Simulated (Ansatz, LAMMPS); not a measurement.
# Elastic response of amorphous SiO1.9 (78 atoms), part 2 of 3

Aim: relax amorphous SiO1.9 (78 atoms), then change its volume and shape to read moduli from the stress.

Ansatz 0.2.0; Kohn-Sham DFT, PBE, PAW (set soft_1), plane waves.

The cell: 27 Si and 51 O. The quench rate of 20 K/ps far exceeds what a furnace or splat quench reaches. The starting topology of bonds comes from the classical model. Sampling is at Γ alone.

So far. Step 2 (Single point at the start): The r.m.s. force at the start is 1.9 eV/Å. Step 3 (Cell and atoms relaxed): The relaxation converged after 56 steps, with a largest force component of 0.029 eV/Å.

### Step 4. Single point at the relaxed geometry

The electronic structure is read at the final geometry, in a run of its own.

Input file input.yaml:

```yaml
crystal:
  lattice:
    - [10.93068, 0.1106, 0.24641]
    - [0.1106, 9.96387, 0.22335]
    - [0.24641, 0.22335, 10.1501]
  atoms:
    - { symbol: Si, position: [0.83231, 0.43429, 0.93731] }
    - { symbol: Si, position: [0.38746, 0.47111, 0.19249] }
    - { symbol: Si, position: [0.07955, 0.516, 0.33229] }
    - { symbol: Si, position: [0.00685, 0.31273, 0.13797] }
    - { symbol: Si, position: [0.46617, 0.93252, 0.65426] }
    - { symbol: Si, position: [0.05317, 0.23203, 0.64052] }
    [... 66 atom lines left out ...]
    - { symbol: O, position: [0.75592, 0.35441, 0.83411] }
    - { symbol: O, position: [0.84534, 0.57578, 0.65179] }
    - { symbol: O, position: [0.52193, 0.12938, 0.2646] }
    - { symbol: O, position: [0.24155, 0.38557, 0.86757] }
    - { symbol: O, position: [0.23308, 0.64664, 0.82698] }
    - { symbol: O, position: [0.89155, 0.76384, 0.24064] }
kpoints:
  mp_grid: { grid: [1, 1, 1] }
hamiltonian:
  xc: pbe
  pseudopotentials: { kind: paw, azcp: { folder: soft_1 } }
scf:
  occupations: { method: fermi_dirac, width: 0.05 }
output:
  forces: true
  stress: true
  populations: true
  dos:
    method: { smearing: { sigma: 0.15 } }
    de: 0.1
    projected: { site_lists: { O: [O], Si: [Si] } }
  eigenvalues: true
  write_density: true
  write_potential: true
  volumetric_format: npy
```

Command:

```sh
ansatz run input.yaml --threads 4 --pin off --max-ram 8192MiB --backend cpu --events-out ev --progress --plain --runs-dir out
```

Numbers of over 12 decimals in the logs are rounded to 6 here.

Log:

```text
[...]
Crystal: 78 atoms, lattice volume = 1104.204 Å³
Basis set: ecut = 420 eV, 21567 PW (Γ), exchange–correlation on 150×144×144 points (8 copies of the dense FFT grid, shifted against one another)
Bands: 285, of which v1, the nominal top of the filled ones, is band 207 counted from 1 (206 counted from 0)
Symmetry: 1 space group operations
[...]
k-points: 1
[...]
SCF iter   1: F=—  HF=-46219.220224 eV  |F-HF|=—  |Δ(HF+E_count)|=         —  Δρ=1.19e-1  dr2=1.46e2  ethr=3.10e-3  ⟨swp⟩=6.0  Hψ=1277  notcnv=0  defer=46
[...]
SCF iter  12: F=-46179.256609 eV  HF=-46179.256609 eV  |F-HF|=5.12e-8  |Δ(HF+E_count)|=   2.29e-7  Δρ=2.84e-6  dr2=7.75e-8  ethr=2.42e-11  ⟨swp⟩=20.0  Hψ=3149  notcnv=0
SCF 1 converged in 12 iterations: F = -46179.256609 eV  dr2 = 7.75e-8
[...]
WARN: The input density's exchange-correlation potential varies sharply where the density is thin. Do not read a vacuum level from v_tot or v_xc, or from such a field of the output density. On a cell that repeats whose density bears no net charge and no dipole along the vacuum's axis use v_es (v_loc + v_h of the components); [...]
SCF converged after 12 iterations
Free energy (F): -46179.256609 eV
[...]
Internal energy: -46179.256609 eV  (E = F + TS)
E sigma→0 (E₀):  -46179.256609 eV
Fermi energy:    4.897289 eV
[...]
--- Forces (eV/Å), atoms counted from 1 ---
  atom   1  Si     0.00740830     0.00802154     0.00296018
  atom   2  Si    -0.00343457     0.00491287    -0.00476718
  atom   3  Si     0.02467106     0.01988127    -0.00213556
  atom   4  Si    -0.01494306    -0.02016502    -0.00794222
  atom   5  Si    -0.00643044    -0.01199007    -0.00454195
  atom   6  Si    -0.00152954    -0.00974502     0.00823295
  atom   7  Si    -0.00444587    -0.00309204    -0.01424665
  atom   8  Si    -0.03050826     0.00331317    -0.01242085
  atom   9  Si    -0.00345309    -0.01236720     0.01568027
  atom  10  Si    -0.00708665     0.01418551     0.00194302
  atom  11  Si    -0.00411438    -0.02686107     0.01292418
  atom  12  Si    -0.01271007    -0.00581689    -0.00534589
  atom  13  Si     0.00542043    -0.00033556     0.00587256
  atom  14  Si    -0.00321453     0.00696563    -0.00090725
[...]
atom  77  O      0.00727264    -0.00381743     0.00315316
  atom  78  O     -0.00635216    -0.00456896    -0.01041240
  max |Σ_I F_I| component: 4.96e-5 eV/Å
--- Stress (GPa, compression-positive) ---
       -0.004595      -0.010723       0.004297
       -0.010723       0.021318       0.006531
        0.004298       0.006530       0.013923
  P = ⅓ Tr σ = 0.0102 GPa (0.102 kbar)
--- Band table (eV) ---
[...]
--- Löwdin populations: 78 sites ---
  site symbol       q [e]
     0     Si      2.2807
     1     Si      2.2767
     2     Si      3.0616
[...]
77      O      6.7496
  spilling = 0.013862 (of n_electrons = 414.000000)
```

The job ended after 8.1 s (4 threads of INTEL XEON PLATINUM 8581C at 2.10GHz (Emerald Rapids), shared host; peak memory 1.3 GiB).

The program notes that the exchange-correlation potential is rough where the density is thin.

Read from the output:

```
free energy                                      : -46179.2566 eV
free energy per atom                             : -592.0418 eV/atom
SCF cycles                                       : 12
pressure                                         : 0.01022 GPa
r.m.s. force component                           : 0.00935 eV/Å
longest force                                    : 0.03389 eV/Å
Fermi energy                                     : 4.897 eV
gap (highest filled to lowest empty level) : 2.912 eV
spilling of the projection                       : 0.01386
```

### Step 5. Volume -3 %

The relaxed cell is scaled evenly and the atoms are relaxed again; the stress at the end gives one point of P(V).

input.yaml, the sections that differ from step 4:

```yaml
crystal:
  lattice:
    - [10.82026, 0.10948, 0.24392]
    - [0.10948, 9.86322, 0.22109]
    - [0.24392, 0.22109, 10.04757]
  atoms:
    [... the 78 atom lines of step 4 ...]
output:
  forces: true
  eigenvalues: true
  stress: true
relax:
  f_tol: 0.05
  max_steps: 70
# kpoints, hamiltonian, scf: as in step 4
```

Log:

```text
Warning: output.stress: scf.convergence.dr2_threshold = 1e-7 eV (the SCF's general default) is looser than the 7.8e-9 eV advised for a printed stress (1e-10 eV for each atom of the cell: 78). What an SCF threshold leaves in a stress goes as its square root, and in the free energy as the threshold itself, and one threshold admits the most on a small cell: [...]
[...]
Crystal: 78 atoms, lattice volume = 1071.078 Å³
Basis set: ecut = 420 eV, 20945 PW (Γ), exchange–correlation on 150×144×144 points (8 copies of the dense FFT grid, shifted against one another)
Bands: 285, of which v1, the nominal top of the filled ones, is band 207 counted from 1 (206 counted from 0)
Symmetry: 1 space group operations
[...]
k-points: 1
[...]
SCF iter   1: F=—  HF=-46220.812868 eV  |F-HF|=—  |Δ(HF+E_count)|=         —  Δρ=1.24e-1  dr2=1.51e2  ethr=3.10e-3  ⟨swp⟩=6.0  Hψ=1277  notcnv=0  defer=43
[...]
SCF iter   9: F=-46178.731093 eV  HF=-46178.731121 eV  |F-HF|=2.71e-5  |Δ(HF+E_count)|=   2.35e-5  Δρ=5.60e-5  dr2=2.69e-5  ethr=1.51e-8  ⟨swp⟩=19.0  Hψ=2046  notcnv=0
SCF 1 converged in 9 iterations: F = -46178.731093 eV  dr2 = 2.69e-5
[...]
relax step   1: F+E_penalty+E_count = -46178.73109342 eV  Δ(F+E_penalty+E_count) = +0.000e0 eV  max|allowed force component| = 8.580e-1 eV/Å  Δτ_max = 0.0000 Å  (9 SCF iters, dr2 threshold 6.25e-5 eV, accepted)
[...]
relax step   2: F+E_penalty+E_count = -46178.92044747 eV  Δ(F+E_penalty+E_count) = -1.894e-1 eV  max|allowed force component| = 4.013e-1 eV/Å  Δτ_max = 0.0313 Å  (5 SCF iters, dr2 threshold 4.60e-5 eV, accepted)
[...]
relax step   3: F+E_penalty+E_count = -46179.05780473 eV  Δ(F+E_penalty+E_count) = -1.374e-1 eV  max|allowed force component| = 1.727e-1 eV/Å  Δτ_max = 0.0552 Å  (6 SCF iters, dr2 threshold 1.01e-5 eV, accepted)
relax step   4: F+E_penalty+E_count = -46178.90312688 eV  Δ(F+E_penalty+E_count) = +1.547e-1 eV  max|allowed force component| = 7.801e-1 eV/Å  Δτ_max = 0.2000 Å  (8 SCF iters, dr2 threshold 5.53e-6 eV, rejected (line search))
relax step   5: F+E_penalty+E_count = -46179.08970892 eV  Δ(F+E_penalty+E_count) = -3.190e-2 eV  max|allowed force component| = 2.010e-1 eV/Å  Δτ_max = 0.0467 Å  (9 SCF iters, accepted)
relax step   6: F+E_penalty+E_count = -46179.08998971 eV  Δ(F+E_penalty+E_count) = -2.808e-4 eV  max|allowed force component| = 1.878e-1 eV/Å  Δτ_max = 0.1000 Å  (7 SCF iters, dr2 threshold 7.49e-6 eV, accepted)
relax step   7: F+E_penalty+E_count = -46179.09544826 eV  Δ(F+E_penalty+E_count) = -5.459e-3 eV  max|allowed force component| = 8.979e-2 eV/Å  Δτ_max = 0.0865 Å  (6 SCF iters, dr2 threshold 3.08e-5 eV, accepted)
relax step   8: F+E_penalty+E_count = -46179.10198122 eV  Δ(F+E_penalty+E_count) = -6.533e-3 eV  max|allowed force component| = 7.379e-2 eV/Å  Δτ_max = 0.0336 Å  (8 SCF iters, accepted)
relax step   9: F+E_penalty+E_count = -46179.10333705 eV  Δ(F+E_penalty+E_count) = -1.356e-3 eV  max|allowed force component| = 1.463e-1 eV/Å  Δτ_max = 0.0323 Å  (8 SCF iters, accepted)
relax step  10: F+E_penalty+E_count = -46179.10502668 eV  Δ(F+E_penalty+E_count) = -1.690e-3 eV  max|allowed force component| = 3.157e-2 eV/Å  Δτ_max = 0.0118 Å  (4 SCF iters, dr2 threshold 1.44e-5 eV, accepted)
[...]
relax step  11: F+E_penalty+E_count = -46179.10502878 eV  Δ(F+E_penalty+E_count) = -2.100e-6 eV  max|allowed force component| = 3.140e-2 eV/Å  Δτ_max = 0.0000 Å  (4 SCF iters, accepted)
SCF converged after 4 iterations
Free energy (F): -46179.105029 eV
[...]
Internal energy: -46179.105029 eV  (E = F + TS)
E sigma→0 (E₀):  -46179.105029 eV
Fermi energy:    5.173465 eV
[...]
--- Forces (eV/Å), atoms counted from 1 ---
  atom   1  Si    -0.00421107     0.00681537    -0.00048298
  atom   2  Si     0.00746803     0.01722259    -0.00005979
  atom   3  Si     0.01157030    -0.00687628     0.00549389
  atom   4  Si    -0.00354087    -0.00585819    -0.00644945
  atom   5  Si     0.00635242    -0.00716733    -0.00153225
  atom   6  Si     0.00332649     0.00020029    -0.00742008
  atom   7  Si    -0.00398865    -0.00055395    -0.00031485
  atom   8  Si    -0.00376148    -0.00096879    -0.00209348
  atom   9  Si    -0.02275989    -0.00469495    -0.01328838
  atom  10  Si     0.00464027    -0.00618065     0.00402404
  atom  11  Si     0.00681193    -0.01554485    -0.00558891
  atom  12  Si     0.01859107     0.00615995    -0.00750313
  atom  13  Si    -0.00612845     0.00714141    -0.00166181
  atom  14  Si    -0.00153672     0.00432681     0.01007560
[...]
atom  77  O     -0.00196988     0.00315041    -0.00296024
  atom  78  O     -0.01188679     0.00795238    -0.00396536
  max |Σ_I F_I| component: 6.41e-5 eV/Å
--- Stress (GPa, compression-positive) ---
        1.743961       0.046470       0.106956
        0.046468       1.317653       0.009643
        0.106958       0.009643       1.459891
  P = ⅓ Tr σ = 1.5072 GPa (15.072 kbar)
--- Band table (eV) ---
[...]
--- Relaxed structure (11 steps of the walk, 10 accepted, 0 SCFs on fresh bases) ---
  F+E_penalty+E_count = -46179.10502878 eV   max|allowed force component| = 3.140e-2 eV/Å
  atoms:
    - { symbol: Si, position: [0.832654, 0.431776, 0.935833] }
    - { symbol: Si, position: [0.385131, 0.467136, 0.198658] }
    - { symbol: Si, position: [0.083037, 0.520152, 0.326881] }
    - { symbol: Si, position: [0.00633871, 0.310664, 0.137256] }
[...]
- { symbol: O, position: [0.886971, 0.761034, 0.232251] }
```

The job ended after 51 s (4 threads; peak memory 1.3 GiB).

The program notes that the SCF threshold is loose for the stress.

The relaxation converged after 11 steps, 0.374 eV below its start, with a largest force component of 0.031 eV/Å.

Volume -3 %: the energy stands 0.152 eV above that of the reference, at a pressure of 1.51 GPa.

### Step 6. Volume +3 %

The relaxed cell is scaled to another volume.

Input and log are left out; they have the form of those shown for this kind of step.

It took 51 s on 4 threads of INTEL XEON PLATINUM 8581C at 2.10GHz (Emerald Rapids), shared host; peak memory 1.3 GiB.

The relaxation converged after 10 steps, 0.325 eV below its start, with a largest force component of 0.046 eV/Å.

Volume +3 %: the energy stands 0.142 eV above that of the reference, at a pressure of -1.47 GPa.

### Step 7. Volume -6 %

The relaxed cell is scaled to another volume.

Input and log are left out; they have the form of those shown for this kind of step.

Run time: 58 s. Hardware: 4 threads of INTEL XEON PLATINUM 8581C at 2.10GHz (Emerald Rapids), shared host; peak memory 1.2 GiB; 3.5 min of CPU time.

The relaxation converged after 12 steps, 1.61 eV below its start, with a largest force component of 0.035 eV/Å.

Volume -6 %: the energy stands 0.609 eV above that of the reference, at a pressure of 2.96 GPa.

### Step 8. Volume +6 %

The relaxed cell is scaled to another volume.

input.yaml, the sections that differ from step 5:

```yaml
crystal:
  lattice:
    - [11.14506, 0.11277, 0.25124]
    - [0.11277, 10.15929, 0.22773]
    - [0.25124, 0.22773, 10.34917]
  atoms:
    [... the 78 atom lines of step 4 ...]
# kpoints, hamiltonian, scf, output, relax: as in step 5
```

Log:

```text
[...]
Crystal: 78 atoms, lattice volume = 1170.456 Å³
Basis set: ecut = 420 eV, 22893 PW (Γ), exchange–correlation on 150×144×144 points (8 copies of the dense FFT grid, shifted against one another)
Bands: 285, of which v1, the nominal top of the filled ones, is band 207 counted from 1 (206 counted from 0)
Symmetry: 1 space group operations
[...]
k-points: 1
[...]
SCF iter   1: F=—  HF=-46213.964660 eV  |F-HF|=—  |Δ(HF+E_count)|=         —  Δρ=1.11e-1  dr2=1.38e2  ethr=3.10e-3  ⟨swp⟩=6.0  Hψ=1277  notcnv=0  defer=40
[...]
SCF iter   8: F=—  HF=-46177.461398 eV  |F-HF|=—  |Δ(HF+E_count)|=   2.25e-4  Δρ=8.68e-5  dr2=9.35e-5  ethr=1.97e-7  ⟨swp⟩=2.0  Hψ=375  notcnv=0  defer=71
SCF iter   9: F=-46177.461335 eV  HF=-46177.461373 eV  |F-HF|=3.78e-5  |Δ(HF+E_count)|=   2.50e-5  Δρ=6.16e-5  dr2=3.77e-5  ethr=1.51e-8  ⟨swp⟩=18.0  Hψ=2214  notcnv=0
SCF 1 converged in 9 iterations: F = -46177.461335 eV  dr2 = 3.77e-5
[...]
relax step   1: F+E_penalty+E_count = -46177.46133543 eV  Δ(F+E_penalty+E_count) = +0.000e0 eV  max|allowed force component| = 1.445e0 eV/Å  Δτ_max = 0.0000 Å  (9 SCF iters, dr2 threshold 6.25e-5 eV, accepted)
[...]
relax step   2: F+E_penalty+E_count = -46178.11991626 eV  Δ(F+E_penalty+E_count) = -6.586e-1 eV  max|allowed force component| = 7.247e-1 eV/Å  Δτ_max = 0.0737 Å  (6 SCF iters, dr2 threshold 1.00e-4 eV, accepted)
[...]
relax step   3: F+E_penalty+E_count = -46178.53173885 eV  Δ(F+E_penalty+E_count) = -4.118e-1 eV  max|allowed force component| = 2.832e-1 eV/Å  Δτ_max = 0.0855 Å  (6 SCF iters, dr2 threshold 3.28e-5 eV, accepted)
relax step   4: F+E_penalty+E_count = -46178.33988485 eV  Δ(F+E_penalty+E_count) = +1.919e-1 eV  max|allowed force component| = 1.094e0 eV/Å  Δτ_max = 0.2000 Å  (7 SCF iters, dr2 threshold 1.22e-5 eV, rejected (line search))
relax step   5: F+E_penalty+E_count = -46178.63933839 eV  Δ(F+E_penalty+E_count) = -1.076e-1 eV  max|allowed force component| = 1.871e-1 eV/Å  Δτ_max = 0.0975 Å  (10 SCF iters, accepted)
relax step   6: F+E_penalty+E_count = -46178.65783257 eV  Δ(F+E_penalty+E_count) = -1.849e-2 eV  max|allowed force component| = 1.149e-1 eV/Å  Δτ_max = 0.1000 Å  (7 SCF iters, dr2 threshold 5.35e-6 eV, accepted)
relax step   7: F+E_penalty+E_count = -46178.65322727 eV  Δ(F+E_penalty+E_count) = +4.605e-3 eV  max|allowed force component| = 1.374e-1 eV/Å  Δτ_max = 0.0610 Å  (7 SCF iters, dr2 threshold 4.98e-6 eV, rejected (line search))
relax step   8: F+E_penalty+E_count = -46178.66559720 eV  Δ(F+E_penalty+E_count) = -7.765e-3 eV  max|allowed force component| = 1.160e-1 eV/Å  Δτ_max = 0.0295 Å  (9 SCF iters, accepted)
relax step   9: F+E_penalty+E_count = -46178.66623297 eV  Δ(F+E_penalty+E_count) = -6.358e-4 eV  max|allowed force component| = 1.628e-1 eV/Å  Δτ_max = 0.0131 Å  (5 SCF iters, dr2 threshold 5.07e-6 eV, accepted)
relax step  10: F+E_penalty+E_count = -46178.66364005 eV  Δ(F+E_penalty+E_count) = +2.593e-3 eV  max|allowed force component| = 1.044e-1 eV/Å  Δτ_max = 0.0733 Å  (6 SCF iters, dr2 threshold 2.65e-5 eV, rejected (line search))
[...]
relax step  11: F+E_penalty+E_count = -46178.66928172 eV  Δ(F+E_penalty+E_count) = -3.049e-3 eV  max|allowed force component| = 2.122e-2 eV/Å  Δτ_max = 0.0300 Å  (9 SCF iters, accepted)
SCF converged after 9 iterations
Free energy (F): -46178.669282 eV
[...]
Internal energy: -46178.669282 eV  (E = F + TS)
E sigma→0 (E₀):  -46178.669282 eV
Fermi energy:    4.326047 eV
[...]
Σ components = -46178.669282   (vs F -46178.669282, Δ=0.00e0)
--- Forces (eV/Å), atoms counted from 1 ---
  atom   1  Si    -0.00737695     0.00252905    -0.00399386
  atom   2  Si    -0.00219255     0.00475346     0.00697681
  atom   3  Si     0.00625389     0.01873687    -0.00784163
  atom   4  Si    -0.01473844    -0.01863072    -0.00041302
[...]
atom  78  O      0.00055395    -0.00182398    -0.00818423
  max |Σ_I F_I| component: 4.12e-5 eV/Å
--- Stress (GPa, compression-positive) ---
       -3.070624      -0.057760      -0.072620
       -0.057760      -2.742296       0.094841
       -0.072622       0.094842      -2.659221
  P = ⅓ Tr σ = -2.8240 GPa (-28.240 kbar)
--- Band table (eV) ---
[...]
--- Relaxed structure (11 steps of the walk, 8 accepted, 0 SCFs on fresh bases) ---
  F+E_penalty+E_count = -46178.66928172 eV   max|allowed force component| = 2.122e-2 eV/Å
  atoms:
    - { symbol: Si, position: [0.830635, 0.437295, 0.940007] }
    - { symbol: Si, position: [0.389784, 0.475807, 0.184975] }
    - { symbol: Si, position: [0.070920, 0.525732, 0.330430] }
    - { symbol: Si, position: [0.00812282, 0.315201, 0.138636] }
[...]
- { symbol: O, position: [0.893597, 0.770500, 0.256405] }
```

Elapsed: 58 s, on 4 threads; peak memory 1.3 GiB; 3.5 min of CPU time.

The relaxation converged after 11 steps, 1.21 eV below its start, with a largest force component of 0.021 eV/Å.

Volume +6 %: the energy stands 0.587 eV above that of the reference, at a pressure of -2.82 GPa.

### Step 9. Volume -10 %

The relaxed cell is scaled to another volume.

Input and log are left out; they have the form of those shown for this kind of step.

It took 83 s on 4 threads of INTEL XEON PLATINUM 8581C at 2.10GHz (Emerald Rapids), shared host; peak memory 1.2 GiB; 4.9 min of CPU time.

The relaxation converged after 18 steps, 4.94 eV below its start, with a largest force component of 0.044 eV/Å.

Volume -10 %: the energy stands 1.69 eV above that of the reference, at a pressure of 5.01 GPa.

(Part 2 of 3 ends here.)

[Logs are printed without paths, hosts, clocks, repeated set-up lines and the standing remarks that a program may print on its own settings, such as how far it seeks lower states.]

[Hosts, paths, dates, database ids (printed as entryN), source tags and the programs' standing remarks are cut or masked in the printed files.]
